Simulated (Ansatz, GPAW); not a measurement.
**Dielectric function and optical constants of Ba3TiO (model structure)**

Aim: the dielectric function of Ba3TiO (model structure), and the optical constants that follow from it. The structure is a model built here, which may or may not match a known phase. It was built so: All Sn replaced by Ti and Sr replaced by Ba in the Pm-3m structure of Sr3SnO. The cell is first relaxed with Ansatz.

Calculated with GPAW 26.7.0; DFT, PBE, plane-wave PAW (GPAW data sets), scalar-relativistic, RPA, optical limit.

Report form: the programs' logs are mostly left out.

**1. The structure**

Symmetry: Pm-3m, No. 221, cubic system. The conventional cell has a = 5.592 Å, b = 5.592 Å, c = 5.592 Å, α = 90.00°, β = 90.00°, γ = 90.00°. Nearest to Ba lie 2 O at 2.80 Å. Ti has 12 Ba at 3.95 Å nearest. O has 6 Ba at 2.80 Å nearest. All Sn replaced by Ti and Sr replaced by Ba in the Pm-3m structure of Sr3SnO. Farther neighbours and most contacts between anions are not listed.

**2. Relaxation**

Spectra hang on bond lengths, so the cell is first brought to its minimum.

This step: DFT, PBE, plane-wave PAW, default files, scalar-relativistic, relaxation (Ansatz 0.2.0).

The input, input.yaml:

```yaml
crystal:
  lattice:
    - [5.59246582, 0.0, 0.0]
    - [0.0, 5.59246582, 0.0]
    - [0.0, 0.0, 5.59246582]
  atoms:
    - { symbol: Ba, position: [0.5, 0.5, 0.0] }
    - { symbol: Ba, position: [0.5, 0.0, 0.5] }
    - { symbol: Ba, position: [0.0, 0.5, 0.5] }
    - { symbol: Ti, position: [0.0, 0.0, 0.0] }
    - { symbol: O, position: [0.5, 0.5, 0.5] }
kpoints:
  mp_grid: { grid: [4, 4, 4] }
scf:
  occupations: { method: fermi_dirac, width: 0.05 }
hamiltonian:
  xc: pbe
output:
  forces: true
  stress: true
relax:
  f_tol: 0.02
  max_steps: 50
  cell: {}
```

On the command line:

```sh
$ ansatz run input.yaml --threads 1 --pin off --max-ram 4096MiB --backend cpu --events-out ev --progress --plain --runs-dir out
```

Elapsed: 22 s, on 1 thread of Intel Xeon Platinum 8259CL at 2.50GHz (Skylake/Cascade Lake), shared host; peak memory 0.5 GiB.

Relaxation path:

| step | energy less that of the first step (eV) | largest force component (eV/Å) | pressure (GPa) | volume (Å³) |
| --- | --- | --- | --- | --- |
| 1 | 0.0000 | 0.0000 | -1.61 | 174.91 |
| 2 | -0.0603 | 0.0000 | -0.04 | 164.53 |
| 3* | -0.0569 | 0.0000 | -0.08 | 164.53 |
| 4 | -0.0572 | 0.0000 | 0.01 | 164.04 |
| 5* | -0.0570 | 0.0000 | 0.00 | 164.04 |

Relaxation steps marked * repeat the geometry before them on a plane-wave basis chosen anew for their cell, so energy and pressure can jump there.

Forces are held to the 48 operations that the run works with; a distortion that breaks them can't arise in this run.

| conventional cell, symmetrised | before | after | change |
| --- | --- | --- | --- |
| a (Å) | 5.592 | 5.474 | -2.1 % |
| b (Å) | 5.592 | 5.474 | -2.1 % |
| c (Å) | 5.592 | 5.474 | -2.1 % |
| volume (Å³/atom) | 34.98 | 32.81 | -6.2 % |

Final coordinates:

```
Ba Ti O
1.0
     5.47418    0.00000    0.00000
     0.00000    5.47418    0.00000
     0.00000    0.00000    5.47418
Ba Ti O
3 1 1
Direct
  0.50000 0.50000 0.00000
  0.50000 0.00000 0.50000
  0.00000 0.50000 0.50000
  0.00000 0.00000 0.00000
  0.50000 0.50000 0.50000
```

The relaxation ends with a pressure of 0.00 GPa.

**3. Ground state**

The self-consistent density comes first; it also tells whether there is a gap, which decides the occupations and the need for a Drude term.

This step: DFT, PBE, plane-wave PAW (GPAW data sets), scalar-relativistic, ground state (GPAW 26.7.0).

The input, gs.py:

```python
from ase import Atoms
from ase.dft.bandgap import bandgap
from gpaw import GPAW, PW, FermiDirac

atoms = Atoms(['Ba', 'Ba', 'Ba', 'Ti', 'O'],
              cell=[[5.474181970300, 0.000000000000, 0.000000000000],
                    [0.000000000000, 5.474181970300, 0.000000000000],
                    [0.000000000000, 0.000000000000, 5.474181970300]],
              scaled_positions=[[0.500000000000, 0.500000000000, 1.000000000000],
                                [0.500000000000, 0.000000000000, 0.500000000000],
                                [1.000000000000, 0.500000000000, 0.500000000000],
                                [0.000000000000, 0.000000000000, 0.000000000000],
                                [0.500000000000, 0.500000000000, 0.500000000000]],
              pbc=[True, True, True])
atoms.calc = GPAW(mode=PW(500), xc='PBE', kpts={'size': (4, 4, 4), 'gamma': True},
                  occupations=FermiDirac(0.05), maxiter=150, txt='gs.txt')
print('energy (eV)', atoms.get_potential_energy())
print('Fermi level (eV)', atoms.calc.get_fermi_level())
print('valence electrons', atoms.calc.get_number_of_electrons())
print('gap (eV)', bandgap(atoms.calc, output=None)[0])
print('direct gap (eV)', bandgap(atoms.calc, direct=True, output=None)[0])
atoms.calc.write('gs.gpw')
```

On the command line:

```sh
$ OMP_NUM_THREADS=1 python gs.py
```

Run time: 47 s. Hardware: 1 thread; peak memory 0.21 GiB.

This run has no spin polarisation, although Ti can carry a moment.

This step gave:

| Quantity | Value |
| --- | --- |
| energy | -19.35 eV |
| Fermi energy | 7.120 eV |
| electrons | 48 |

There are states at the Fermi level within the smearing, so the occupations stay smeared and the carriers get a Drude term.

**4. Bands for the response**

The response needs many more empty bands than the density does.

This step: DFT, PBE, plane-wave PAW (GPAW data sets), scalar-relativistic, bands at fixed density (GPAW 26.7.0).

The input, nscf.py:

```python
from ase.dft.bandgap import bandgap
from gpaw import GPAW, FermiDirac

calc = GPAW('gs.gpw').fixed_density(kpts={'size': (6, 6, 6), 'gamma': True}, nbands=83, convergence={'bands': 77},
                                    occupations=FermiDirac(0.05), txt='nscf.txt')
print('gap (eV)', bandgap(calc, output=None)[0])
print('direct gap (eV)', bandgap(calc, direct=True, output=None)[0])
print('top band over the Fermi level (eV)', min(calc.get_eigenvalues(kpt=k)[76] for k in range(len(calc.get_ibz_k_points()))) - calc.get_fermi_level())
calc.write('full.gpw', mode='all')
```

On the command line:

```sh
$ OMP_NUM_THREADS=1 python nscf.py
```

Wall time 3.3 min (1 thread); peak memory 0.34 GiB.

**5. Dielectric function, RPA**

Local fields let the induced charge screen the field inside the cell, which as a rule lowers ε, most along directions where the density is uneven.

This step: DFT, PBE, plane-wave PAW (GPAW data sets), scalar-relativistic, RPA, optical limit (GPAW 26.7.0).

The input, df.py:

```python
from gpaw.response.df import DielectricFunction

df = DielectricFunction('full.gpw', frequencies={'type': 'nonlinear', 'domega0': 0.03, 'omega2': 8},
                        ecut=50,
                        eta=0.15,
                        nbands=77,
                        rate=0.05,
                        txt='df.txt')
for direction in ['x']:
    df.get_dielectric_function(xc='RPA', direction=direction, filename=f'df_{direction}.csv')
```

On the command line:

```sh
$ OMP_NUM_THREADS=1 python df.py
```

The job ended after 51 s (1 thread; peak memory 0.68 GiB).

This step gave:

- centre of weight of the strongest loss peak in the window: 9.604 eV

Sum at mesh points, not converged in k. The Im ε, E ∥ x by photon energy; read off at these points:

photon energy (eV), Im ε, E ∥ x and a bar:
```
      0.5       58.5 ##############################
      1.0       27.4 ##############
      1.5       17.0 #########
      2.0        7.5 ####
      2.5        6.7 ###
      3.0        3.9 ##
      3.5        3.5 ##
      4.0        2.9 #
      4.5        2.4 #
      5.0        2.8 #
      5.5        2.4 #
      6.0        2.1 #
      6.5        2.3 #
      7.0        1.6 #
      7.5        1.9 #
      8.0        1.8 #
      8.5        1.2 
      9.0        0.8 
      9.5        0.8 
     10.0        0.7 
     10.5        0.6 
     11.0        0.5 
     11.5        0.5 
     12.0        0.6 
     12.5        0.7 
     13.0        0.8 
     13.5        0.6 
     14.0        0.7 
     14.5        0.7
```

Values under 1 per cm are given as 1; sum at mesh points, not converged in k. The absorption coefficient, E ∥ x by photon energy:

| photon energy (eV) | absorption coefficient, E ∥ x (1/cm) |
| --- | --- |
| 0.492 | 2.9e5 |
| 1.010 | 4.2e5 |
| 1.486 | 5.8e5 |
| 1.985 | 5.7e5 |
| 2.508 | 6.1e5 |
| 3.018 | 5.7e5 |
| 3.510 | 5.6e5 |
| 3.980 | 5.2e5 |
| 4.516 | 4.9e5 |
| 4.981 | 5.7e5 |
| 5.515 | 5.9e5 |
| 6.021 | 6.1e5 |
| 6.494 | 6.7e5 |
| 6.985 | 6.1e5 |
| 7.496 | 7.6e5 |
| 8.026 | 7.6e5 |
| 8.516 | 7.3e5 |
| 9.023 | 5.3e5 |
| 9.483 | 5.2e5 |
| 10.026 | 4.4e5 |
| 10.519 | 4.0e5 |
| 11.029 | 2.9e5 |
| 11.479 | 2.9e5 |
| 12.023 | 3.7e5 |
| 12.504 | 4.2e5 |
| 13.000 | 4.9e5 |
| 13.512 | 3.7e5 |
| 14.040 | 4.3e5 |
| 14.493 | 4.8e5 |

Sum at mesh points, not converged in k. Loss function −Im 1/ε at q → 0, E ∥ x against energy loss; read off at these points:

| energy loss (eV) | loss function −Im 1/ε at q → 0, E ∥ x |
| --- | --- |
| 0.500 | 0.0167 |
| 0.750 | 0.0256 |
| 1.000 | 0.0349 |
| 1.250 | 0.0374 |
| 1.500 | 0.0436 |
| 1.750 | 0.0556 |
| 2.000 | 0.0802 |
| 2.250 | 0.118 |
| 2.500 | 0.113 |
| 2.750 | 0.136 |
| 3.000 | 0.181 |
| 3.250 | 0.245 |
| 3.500 | 0.255 |
| 3.750 | 0.293 |
| 4.000 | 0.341 |
| 4.250 | 0.382 |
| 4.500 | 0.425 |
| 4.750 | 0.382 |
| 5.000 | 0.351 |
| 5.250 | 0.387 |
| 5.500 | 0.423 |
| 5.750 | 0.417 |
| 6.000 | 0.467 |
| 6.250 | 0.479 |
| 6.500 | 0.435 |
| 6.750 | 0.483 |
| 6.930 | 0.609 |
| 7.000 | 0.600 |
| 7.250 | 0.486 |
| 7.500 | 0.534 |
| 7.750 | 0.679 |
| 8.000 | 0.558 |
| 8.250 | 0.652 |
| 8.500 | 0.785 |
| 8.750 | 1.10 |
| 8.895 | 1.20 |
| 9.000 | 1.19 |
| 9.250 | 1.04 |
| 9.500 | 1.09 |
| 9.750 | 1.13 |
| 10.000 | 1.06 |
| 10.250 | 1.03 |
| 10.500 | 0.976 |
| 10.750 | 0.917 |
| 11.000 | 0.682 |
| 11.250 | 0.515 |
| 11.500 | 0.456 |
| 11.750 | 0.447 |
| 12.000 | 0.463 |
| 12.250 | 0.450 |
| 12.500 | 0.470 |
| 12.750 | 0.449 |
| 13.000 | 0.492 |
| 13.169 | 0.540 |
| 13.250 | 0.537 |
| 13.500 | 0.423 |
| 13.750 | 0.380 |
| 14.000 | 0.382 |
| 14.250 | 0.376 |
| 14.500 | 0.389 |
| 14.750 | 0.347 |

Sum at mesh points, not converged in k. The reflectivity at normal incidence, E ∥ x by photon energy; read off at these points:

photon energy (eV), reflectivity at normal incidence, E ∥ x (%) and a bar:
```
    0.500       71.4 ##############################
    0.750       67.6 ############################
    1.000       62.7 ##########################
    1.250       62.6 ##########################
    1.500       65.0 ###########################
    1.750       64.9 ###########################
    2.000       60.0 #########################
    2.250       50.1 #####################
    2.500       51.4 #####################
    2.750       51.1 #####################
    3.000       46.5 ###################
    3.250       38.7 ################
    3.500       35.4 ###############
    3.750       35.1 ##############
    4.000       27.8 ###########
    4.250       28.6 ############
    4.500       21.1 ########
    4.750       19.1 ########
    5.000       21.6 #########
    5.250       23.9 ##########
    5.500       20.3 ########
    5.750       20.7 ########
    6.000       19.6 ########
    6.250       17.2 #######
    6.500       19.2 ########
    6.750       22.4 #########
    7.000       15.9 ######
    7.250       17.2 #######
    7.500       21.2 ########
    7.554       21.4 #########
    7.750       16.9 #######
    8.000       17.7 #######
    8.250       21.4 #########
    8.500       21.9 #########
    8.641       22.9 #########
    8.750       20.6 ########
    9.000       13.6 #####
    9.250       10.6 ####
    9.500       10.2 ####
    9.750        9.2 ###
   10.000        7.1 ##
   10.250        6.6 ##
   10.500        5.3 ##
   10.750        4.2 #
   11.000        2.5 
   11.250        1.6 
   11.500        1.6 
   11.750        1.8 
   12.000        2.2 
   12.250        2.2 
   12.500        2.6 
   12.750        2.4 
   13.000        3.2 #
   13.250        2.7 
   13.500        1.8 
   13.750        2.0 
   14.000        2.2 
   14.250        2.5 
   14.500        2.6 
   14.750        2.8 #
```

Sum at mesh points, not converged in k. Table of Im ε, E ∥ x by photon energy; read off at these points:

| photon energy (eV) | without local fields | with local fields |
| --- | --- | --- |
| 0.50 | 65.4 | 58.5 |
| 1.00 | 28.0 | 27.4 |
| 1.50 | 14.4 | 17.0 |
| 2.00 | 7.61 | 7.49 |
| 2.39 | 7.60 | 7.05 |
| 2.50 | 7.16 | 6.70 |
| 3.00 | 4.04 | 3.90 |
| 3.50 | 3.76 | 3.52 |
| 4.00 | 3.13 | 2.85 |
| 4.50 | 2.63 | 2.35 |
| 5.00 | 2.90 | 2.83 |
| 5.50 | 2.22 | 2.36 |
| 6.00 | 2.15 | 2.14 |
| 6.50 | 2.51 | 2.28 |
| 7.00 | 1.74 | 1.64 |
| 7.50 | 1.91 | 1.86 |
| 8.00 | 1.89 | 1.78 |
| 8.50 | 1.25 | 1.24 |
| 9.00 | 0.870 | 0.819 |
| 9.50 | 0.873 | 0.812 |
| 10.00 | 0.682 | 0.680 |
| 10.50 | 0.582 | 0.609 |
| 11.00 | 0.413 | 0.453 |
| 11.50 | 0.524 | 0.513 |
| 12.00 | 0.650 | 0.626 |
| 12.50 | 0.704 | 0.695 |
| 13.00 | 1.10 | 0.781 |
| 13.50 | 1.18 | 0.560 |
| 14.00 | 1.74 | 0.662 |
| 14.50 | 2.09 | 0.731 |

From ε follow the optical constants at some laser and lamp lines:

| wavelength (nm) | n | k | R (%) | 1/α |
| --- | --- | --- | --- | --- |
| 1064 | 3.18 | 3.931 | 61.4 | 22 nm |
| 800 | 2.10 | 3.795 | 65.0 | 17 nm |
| 633 | 1.36 | 2.906 | 61.1 | 17 nm |
| 532 | 1.48 | 2.322 | 48.7 | 18 nm |
| 405 | 1.02 | 1.829 | 45.0 | 18 nm |
| 365 | 1.12 | 1.572 | 35.7 | 18 nm |
| 248 | 1.24 | 1.143 | 21.6 | 17 nm |

In reflection the computed colour is faintly pink-red: x = 0.327, y = 0.329, luminous reflectivity 53 %.

**6. What came out**

```yaml
centre_of_weight_of_the_strongest_loss_peak_in_the_window_first_axis: 9.60 eV
```

What this shows: At this level (PBE, RPA) Ba3TiO is a metal. The mesh is too coarse to trust the carriers' weight, the reflectivity or the colour to better than tens of per cent. The cell shrank by 6.2 % in volume. In reflection the computed colour is faintly pink-red: x = 0.327, y = 0.329, luminous reflectivity 53 %. The carriers' damping of 0.05 eV is typed, not computed; it shapes the response at the lowest energies. The run has no spin polarisation; magnetic order or correlation, untested here, could change the spectrum. Spin-orbit coupling is left out although heavy atoms are present. In this version of GPAW the matrix elements of the optical limit are incomplete, which can lower ε − 1 by up to a tenth where first-row anions or d states rule, and shift it by more in d metals. GPAW's carrier term has the form −ωp²/(ω + i·rate)², which damps like twice the rate and fails at low energy, so the curves leave the lowest energies out. The sum runs over mesh points 0.19 Å⁻¹ apart with no interpolation, so peaks are partly noise of the mesh, and the Drude plasma energy, a sum over the Fermi surface, isn't converged.

[Machine, clock and banner lines and Python warnings are left out of the logs.]

[Logs are printed without paths, hosts, clocks, repeated set-up lines and the standing remarks that a program may print on its own settings, such as how far it seeks lower states.]

[Hosts, paths, dates, database ids (printed as entryN), source tags and the programs' standing remarks are cut or masked in the printed files.]
